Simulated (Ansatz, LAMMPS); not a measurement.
## Relaxing glassy 70P2O5-10Al2O3-20CaO (mol %) (58 atoms)

Aim: bring glassy 70P2O5-10Al2O3-20CaO (mol %) (58 atoms) to a nearby minimum of the energy and see what moves.

Program: Ansatz 0.2.0. Level of theory: Kohn-Sham DFT, PBE, PAW (set soft_2), plane waves. Results are calculated unless marked as measured.

## (1) Set-up

The cell holds 58 atoms: 14 P, 2 Al, 2 Ca and 40 O. Its edges and angles: a = 9.314 Å, b = 9.314 Å, c = 9.314 Å, α = 90.0°, β = 90.0°, γ = 90.0°. 58 atoms (14 P, 2 Al, 2 Ca, 40 O) placed at random at 2.49 g/cm³, melted at 4000 K for 10 ps at fixed volume with the Morse and Coulomb pair potential with partial charges (Pedone, Malavasi, Menziani, Cormack and Segre, J. Phys. Chem. B 110, 11780 (2006)). Quenched from 4000 K to 300 K at 5 K/ps and fixed volume, held 10 ps at zero pressure.

Limits known from the start: The quench rate of 5 K/ps is orders of magnitude faster than experiment, which tends to freeze in extra defects. The network of bonds at the start is that of the classical potential that made the cell. Sampling is at Γ alone, for a cell whose shortest periodic width is 9 Å.

## (2) Making the structure

A classical potential makes the cell, at a small fraction of what the same run would cost in DFT.

This step: classical MD, Morse and Coulomb pair potential with partial charges (Pedone, Malavasi, Menziani, Cormack and Segre, J. Phys. Chem. B 110, 11780 (2006)) (LAMMPS 22 Jul 2025 - Update 4).

in.lmp reads:

```
# melt-quench of P14Al2Ca2O40
units metal
atom_style charge
boundary p p p
region box block 0 9.3040 0 9.3040 0 9.3040
create_box 4 box
mass 1 30.9738   # P
mass 2 26.9815   # Al
mass 3 40.0780   # Ca
mass 4 15.9990   # O
create_atoms 1 random 14 527325 NULL overlap 1.5 maxtry 2000
create_atoms 2 random 2 527332 NULL overlap 1.5 maxtry 2000
create_atoms 3 random 2 527339 NULL overlap 1.5 maxtry 2000
create_atoms 4 random 40 527346 NULL overlap 1.5 maxtry 2000
pair_style hybrid/overlay pedone 5.5 coul/long 8.0
pair_coeff * * coul/long
pair_coeff 1 4 pedone 0.831326 2.585833 1.800790 1   # P-O
pair_coeff 2 4 pedone 0.361581 1.900442 2.164818 0.9   # Al-O
pair_coeff 3 4 pedone 0.030211 2.241334 2.923245 5   # Ca-O
pair_coeff 4 4 pedone 0.042395 1.379316 3.618701 22   # O-O
set type 1 charge 3
set type 2 charge 1.8
set type 3 charge 1.2
set type 4 charge -1.2
kspace_style pppm 1.0e-4
neigh_modify delay 0 every 1 check yes
thermo_style custom step time temp pe press density
thermo_modify norm yes
timestep 0.002
thermo 100
min_style cg
minimize 1e-4 1e-4 200 2000
reset_timestep 0
velocity all create 4000 527326 mom yes dist gaussian
# [... 11 lines left out ...]
fix md all nvt temp 4000 300 0.2
run 370000 post no
unfix md
thermo 1666
fix md all npt temp 300 300 0.2 iso 0 0 2
run 5000 post no
unfix md
write_dump all custom glass.dump id type xs ys zs modify sort id
```

The run is started by

```sh
$ lmp -in in.lmp -log none -nocite
```

Numbers of over 12 decimals in the logs are rounded to 6 here.

Output:

```text
LAMMPS (22 Jul 2025 - Update 4)
Created orthogonal box = (0 0 0) to (9.304 9.304 9.304)
Created 14 atoms
Created 2 atoms
Created 2 atoms
Created 40 atoms
PPPM initialization ...
  G vector (1/distance) = 0.380188
  grid = 10 10 10
  estimated relative force accuracy = 8.5630715e-05
   Step          Time           Temp          PotEng         Press         Density
         0   0              0             -4.1982557      574580.81      2.4900233
        69   0.138          0             -20.699583     -8097.9612      2.4900233
Loop time of 0.0254962 s on 1 MPI rank(s) for 69 steps with 58 atoms
Minimization stats:
  Stopping criterion = energy tolerance
  Energy initial, next-to-last, final =
     -4.19825570206757  -20.6975989455568  -20.6995829549421
  Force two-norm initial, final = 282.00929 3.1547598
  Iterations, force evaluations = 69 91
   Step          Time           Temp          PotEng         Press         Density
[... 7 lines left out ...]
      2499   4.998          3976.5491     -20.452696      74617.12       2.4900233
      3332   6.664          4456.7158     -20.484126      35067.233      2.4900233
      4165   8.33           3860.395      -20.307974      44754.535      2.4900233
      4998   9.996          3804.8004     -20.333686      322.02736      2.4900233
      5831   11.662         4855.7861     -20.203438      113094.82      2.4900233
[... 1 line left out ...]
Loop time of 1.16355 s on 1 MPI rank(s) for 5000 steps with 58 atoms
   Step          Time           Temp          PotEng         Press         Density
[... 12 lines left out ...]
Loop time of 81.8234 s on 1 MPI rank(s) for 370000 steps with 58 atoms
   Step          Time           Temp          PotEng         Press         Density
[... 1 line left out ...]
    376516   753.032        333.50232     -20.98715       3490.6446      2.4707616
    378182   756.364        314.1266      -20.985295      5571.5109      2.4651061
    379848   759.696        304.24059     -20.990453     -7861.1799      2.4356362
    381000   762            310.77784     -20.993224      13990.711      2.4821828
Loop time of 1.37004 s on 1 MPI rank(s) for 5000 steps with 58 atoms
```

Run time: 85 s. Hardware: 1 thread of Arm Neoverse V2, shared host; peak memory 0.07 GiB.

## (3) Single point at the start

A single point comes first, to see the forces before anything moves.

input.yaml reads:

```yaml
crystal:
  lattice:
    - [9.31379, 0.0, 0.0]
    - [0.0, 9.31379, 0.0]
    - [0.0, 0.0, 9.31379]
  atoms:
    - { symbol: P, position: [0.0704, 0.79662, 0.57121] }
    - { symbol: P, position: [0.07203, 0.13986, 0.17616] }
    - { symbol: P, position: [0.76602, 0.15011, 0.05607] }
    - { symbol: P, position: [0.54085, 0.79632, 0.70352] }
    - { symbol: P, position: [0.68496, 0.83435, 0.99953] }
    - { symbol: P, position: [0.76238, 0.87547, 0.47056] }
    - { symbol: P, position: [0.29812, 0.81832, 0.33576] }
    - { symbol: P, position: [0.33484, 0.2034, 0.97338] }
    - { symbol: P, position: [0.13656, 0.37916, 0.39952] }
    - { symbol: P, position: [0.61883, 0.34042, 0.28512] }
    - { symbol: P, position: [0.73596, 0.1867, 0.73728] }
    - { symbol: P, position: [0.91007, 0.59436, 0.02689] }
    - { symbol: P, position: [0.19915, 0.74624, 0.02511] }
    - { symbol: P, position: [0.83028, 0.42384, 0.53148] }
    - { symbol: Al, position: [0.57686, 0.67158, 0.2743] }
    - { symbol: Al, position: [0.24329, 0.959, 0.78475] }
    - { symbol: Ca, position: [0.2964, 0.49094, 0.72471] }
    - { symbol: Ca, position: [0.39714, 0.1418, 0.53983] }
    - { symbol: O, position: [0.86075, 0.51668, 0.15817] }
    - { symbol: O, position: [0.06045, 0.99556, 0.24122] }
    - { symbol: O, position: [0.43058, 0.72584, 0.3629] }
    - { symbol: O, position: [0.98467, 0.40979, 0.46465] }
    - { symbol: O, position: [0.57237, 0.48958, 0.23147] }
    - { symbol: O, position: [0.81765, 0.73596, 0.00405] }
    - { symbol: O, position: [0.05681, 0.66253, 0.0448] }
    - { symbol: O, position: [0.58364, 0.17959, 0.69856] }
    - { symbol: O, position: [0.57841, 0.78053, 0.10457] }
    - { symbol: O, position: [0.48941, 0.27302, 0.34786] }
    - { symbol: O, position: [0.64883, 0.85546, 0.58971] }
    - { symbol: O, position: [0.19282, 0.49812, 0.31492] }
    - { symbol: O, position: [0.09295, 0.25563, 0.29484] }
    - { symbol: O, position: [0.72407, 0.37018, 0.4101] }
    - { symbol: O, position: [0.71812, 0.77256, 0.34664] }
    - { symbol: O, position: [0.17418, 0.78767, 0.43964] }
    - { symbol: O, position: [0.20247, 0.17327, 0.07886] }
    - { symbol: O, position: [0.74815, 0.21232, 0.9045] }
    - { symbol: O, position: [0.75573, 0.02679, 0.41777] }
    - { symbol: O, position: [0.92847, 0.16173, 0.08953] }
    - { symbol: O, position: [0.78766, 0.57418, 0.56251] }
    - { symbol: O, position: [0.22864, 0.32748, 0.51975] }
    - { symbol: O, position: [0.34874, 0.96889, 0.36375] }
    - { symbol: O, position: [0.79842, 0.31219, 0.64244] }
    - { symbol: O, position: [0.29791, 0.65958, 0.93266] }
    - { symbol: O, position: [0.90823, 0.49526, 0.9009] }
    - { symbol: O, position: [0.26072, 0.78302, 0.17636] }
    - { symbol: O, position: [0.27665, 0.13104, 0.83636] }
    - { symbol: O, position: [0.46584, 0.11939, 0.01065] }
    - { symbol: O, position: [0.17108, 0.8819, 0.94298] }
    - { symbol: O, position: [0.91746, 0.83984, 0.51782] }
    - { symbol: O, position: [0.62382, 0.82614, 0.84716] }
    - { symbol: O, position: [0.82991, 0.05392, 0.72982] }
    - { symbol: O, position: [0.49584, 0.64484, 0.68492] }
    - { symbol: O, position: [0.69328, 0.23975, 0.1719] }
    - { symbol: O, position: [0.73423, 0.98942, 0.03956] }
    - { symbol: O, position: [0.12191, 0.9261, 0.65265] }
    - { symbol: O, position: [0.40128, 0.88941, 0.70685] }
    - { symbol: O, position: [0.36282, 0.35892, 0.9399] }
    - { symbol: O, position: [0.0959, 0.66224, 0.65412] }
kpoints:
  mp_grid: { grid: [1, 1, 1] }
hamiltonian:
  xc: pbe
scf:
  occupations: { method: fermi_dirac, width: 0.05 }
output:
  forces: true
  stress: true
  populations: true
  dos:
    method: { smearing: { sigma: 0.08 } }
    de: 0.1
    projected: { site_lists: { Al: [Al], Ca: [Ca], O: [O], P: [P] } }
  eigenvalues: true
```

The run is started by

```sh
$ ansatz run input.yaml --threads 4 --pin off --max-ram 8192MiB --backend cpu --events-out ev --progress --plain --runs-dir out
```

Output:

```text
Engine: ansatz 0.2.0, aarch64-unknown-linux-gnu
Pseudopotentials: kind: paw
Pseudopotential: P, paw, valence charge 5, recommended cutoff 420 eV (normal), P.paw.azcp
Pseudopotential: Al, paw, valence charge 3, recommended cutoff 420 eV (normal), Al.paw.azcp
Pseudopotential: Ca, paw, valence charge 10, recommended cutoff 420 eV (normal), Ca.paw.azcp
Pseudopotential: O, paw, valence charge 6, recommended cutoff 420 eV (normal), O.paw.azcp
[... 5 lines on functional and potentials left out ...]
Crystal: 58 atoms, lattice volume = 807.940 Å³
Basis set: ecut = 420 eV, 15791 PW (Γ), exchange–correlation on 128×128×128 points (8 copies of the dense FFT grid, shifted against one another)
Bands: 226, of which v1, the nominal top of the filled ones, is band 168 counted from 1 (167 counted from 0)
Symmetry: 1 space group operations
Space group: P1 (ITA 1), of the structure as read, at distance tolerance 9.3e-5 Å
k-points: 1
[... 9 lines on functional and potentials left out ...]
Initial density: superposition of atomic densities (neutral atoms: chi_scale 0, normalization atom), corrected by the library's trained network
Initial wavefunctions: pseudopotential atomic-orbital guess
Functional: x = pbe(κ = 0.804, μ = 0.219515), c = pbe(β = 0.066725)
SCF iter   1: F=—  HF=-38006.102781 eV  |F-HF|=—  |Δ(HF+E_count)|=         —  Δρ=5.13e-3  dr2=2.60e-1  ethr=1.77e-3  ⟨swp⟩=8.0  Hψ=1289  notcnv=0  defer=49
preconditioner: auto → Resta (q_TF=auto, 2.357 Å⁻¹)  ε∞=3.1  [insulator: Δε(μ)=2.797 eV  Ē_g=16.469 eV  σ=0.050 eV  W_gap=1.00  n_scr=178 (ndim 8)  ℏωp=23.8 eV  f_vac=0.189  D(μ)=0.00/eV (n_scr^D=0)  ε∞_Penn≈3.1]
SCF iter   2: F=—  HF=-38006.043819 eV  |F-HF|=—  |Δ(HF+E_count)|=   5.90e-2  Δρ=2.72e-3  dr2=5.39e-2  ethr=7.75e-5  ⟨swp⟩=3.0  Hψ=398  notcnv=0  defer=50
SCF iter   3: F=—  HF=-38006.033295 eV  |F-HF|=—  |Δ(HF+E_count)|=   1.05e-2  Δρ=1.10e-3  dr2=1.85e-2  ethr=1.60e-5  ⟨swp⟩=3.0  Hψ=305  notcnv=0  defer=50
SCF iter   4: F=—  HF=-38006.027888 eV  |F-HF|=—  |Δ(HF+E_count)|=   5.41e-3  Δρ=4.59e-4  dr2=1.76e-3  ethr=5.52e-6  ⟨swp⟩=3.0  Hψ=346  notcnv=0  defer=50
SCF iter   5: F=—  HF=-38006.027779 eV  |F-HF|=—  |Δ(HF+E_count)|=   1.09e-4  Δρ=2.41e-4  dr2=3.90e-4  ethr=5.23e-7  ⟨swp⟩=2.0  Hψ=387  notcnv=0  defer=50
SCF iter   6: F=—  HF=-38006.027772 eV  |F-HF|=—  |Δ(HF+E_count)|=   7.61e-6  Δρ=7.31e-5  dr2=3.56e-5  ethr=1.16e-7  ⟨swp⟩=3.0  Hψ=306  notcnv=0  defer=50
SCF iter   7: F=—  HF=-38006.029239 eV  |F-HF|=—  |Δ(HF+E_count)|=   1.47e-3  Δρ=3.51e-5  dr2=8.09e-6  ethr=1.06e-8  ⟨swp⟩=3.0  Hψ=364  notcnv=0  defer=50
SCF iter   8: F=—  HF=-38006.029239 eV  |F-HF|=—  |Δ(HF+E_count)|=   4.84e-7  Δρ=9.06e-6  dr2=6.72e-7  ethr=2.41e-9  ⟨swp⟩=3.0  Hψ=308  notcnv=0  defer=50
SCF iter   9: F=—  HF=-38006.029240 eV  |F-HF|=—  |Δ(HF+E_count)|=   4.82e-7  Δρ=3.82e-6  dr2=1.17e-7  ethr=2.00e-10  ⟨swp⟩=3.0  Hψ=316  notcnv=0  defer=50
SCF iter  10: F=-38006.029240 eV  HF=-38006.029240 eV  |F-HF|=1.66e-8  |Δ(HF+E_count)|=   3.25e-8  Δρ=2.32e-6  dr2=3.65e-8  ethr=2.98e-11  ⟨swp⟩=21.0  Hψ=1586  notcnv=0
SCF 1 converged in 10 iterations: F = -38006.029240 eV  dr2 = 3.65e-8
  greatest PAW one-centre occupation: 0.995 electrons in one spin orbital (limit 2), on the Ca atom at site 17 (counted from 0), in its partial waves of l = 0
SCF converged after 10 iterations
Free energy (F): -38006.029240 eV
Harris-Foulkes:  -38006.029240 eV  (|F-HF|=1.66e-8)
Internal energy: -38006.029240 eV  (E = F + TS)
E sigma→0 (E₀):  -38006.029240 eV
Fermi energy:    5.200756 eV
--- Per-component energies (eV) ---
  E_band       = -2097.078646
  E_kinetic    = 8835.225945
  E_local      = -24507.950133  (includes V_loc(G=0)·N_el)
  E_nonlocal   = 2498.378705
  E_hartree    = 8921.625734
  E_xc         = -4195.966337
  E_vxc        = -5055.479863  (∫ρ·V_xc dr)
  E_paw        = -16977.821908  (= ΣΔE_a)
  E_vpaw       = -1710.610962  (= ΣTr[D̂ρ^β])
  E_aug_tail   = 0.101779  (compensation charges beyond the density's cutoff)
  E_ewald      = -12579.623023
  E_smearing   = -0.000000  (= −TS)
  E_closure    = 0.000000  (closes the sum)
  Σ components = -38006.029240   (vs F -38006.029240, Δ=0.00e0)
--- Forces (eV/Å), atoms counted from 1 ---
  atom   1  P      0.36022320    -1.50661055     1.27727099
  atom   2  P      1.92874318    -2.22126423     2.33787982
  atom   3  P      0.65736195     1.66634541    -1.98828276
  atom   4  P     -2.35710978    -0.95688469    -0.71028044
  atom   5  P      0.14790361    -2.63867321     1.03382670
  atom   6  P     -0.61443277     2.33772656    -4.87294536
  atom   7  P      2.16830760     2.59522867     0.19843578
  atom   8  P      3.00158045     0.55725364    -0.99422582
  atom   9  P      0.53030452     1.84059765    -1.49547312
  atom  10  P     -2.77758470     2.32199749     2.15360518
  atom  11  P      2.10972045    -5.02260620    -1.52894395
  atom  12  P     -1.95062380    -6.32801602    -0.23038606
  atom  13  P      1.06498113    -1.98577893    -2.44708976
  atom  14  P     -0.38194936     4.24551412    -2.12561446
[...]
atom  57  O     -1.10310601     0.53800920    -0.27664560
  atom  58  O     -0.41109535    -0.42199905    -0.20771030
  max |Σ_I F_I| component: 4.93e-5 eV/Å
--- Stress (GPa, compression-positive) ---
        4.335655       0.360990       0.126268
        0.360995       3.868020      -0.467589
        0.126263      -0.467588       4.781996
  P = ⅓ Tr σ = 4.3286 GPa (43.286 kbar)
--- Band table (eV) ---
  k-point 0: bands = ["-36.4567", "-36.1678", "-21.4785", "-20.6256", [... 210 levels ...], "12.1161", "12.1835", "12.2357", "12.2858", "12.3761", "12.4385", "12.4835", "12.6111", "12.7365", "12.7852", "12.8345", "12.8739"]
--- Löwdin populations: 58 sites ---
  site symbol       q [e]
     0      P      2.7314
     1      P      2.7557
     2      P      2.6388
[...]
57      O      6.8522
  spilling = 0.017633 (of n_electrons = 336.000000)
```

Elapsed: 5.9 s, on 4 threads of Arm Neoverse V2, shared host; peak memory 0.88 GiB.

Read from the output:

| Property | Result |
| --- | --- |
| free energy | -38006.0292 eV |
| free energy per atom | -655.2764 eV/atom |
| SCF cycles | 10 |
| pressure | 4.329 GPa |
| r.m.s. force component | 1.506 eV/Å |
| longest force | 6.626 eV/Å |
| Fermi energy | 5.201 eV |
| gap (highest filled to lowest empty level) | 2.135 eV |
| spilling of the projection | 0.01763 |

The r.m.s. force component of 1.5 eV/Å and the pressure of 4.3 GPa set the starting point.

Neighbours are counted within 1.98 Å (O-P), 2.27 Å (O-Al), 2.83 Å (O-Ca).

Length of the force by element and coordination:

```
element  coordination  atoms  mean length of the force (eV/Å)  spread  least  most
     Al           all      2                             2.38  0.0491   2.33  2.43
     Ca           all      2                             1.43   0.158   1.27  1.58
      O           all     40                             1.75   0.890  0.575  4.09
      O             1      8                             1.22   0.325  0.695  1.52
      O             2     30                             1.85   0.950  0.575  4.09
      O             3      2                             2.36   0.511   1.85  2.87
      P           all     14                             3.78    1.33   2.01  6.63
```

[end of part 1 of 3]

[Logs are printed without paths, hosts, clocks, repeated set-up lines and the standing remarks that a program may print on its own settings, such as how far it seeks lower states.]

[Hosts, paths, dates, database ids (printed as entryN), source tags and the programs' standing remarks are cut or masked in the printed files.]
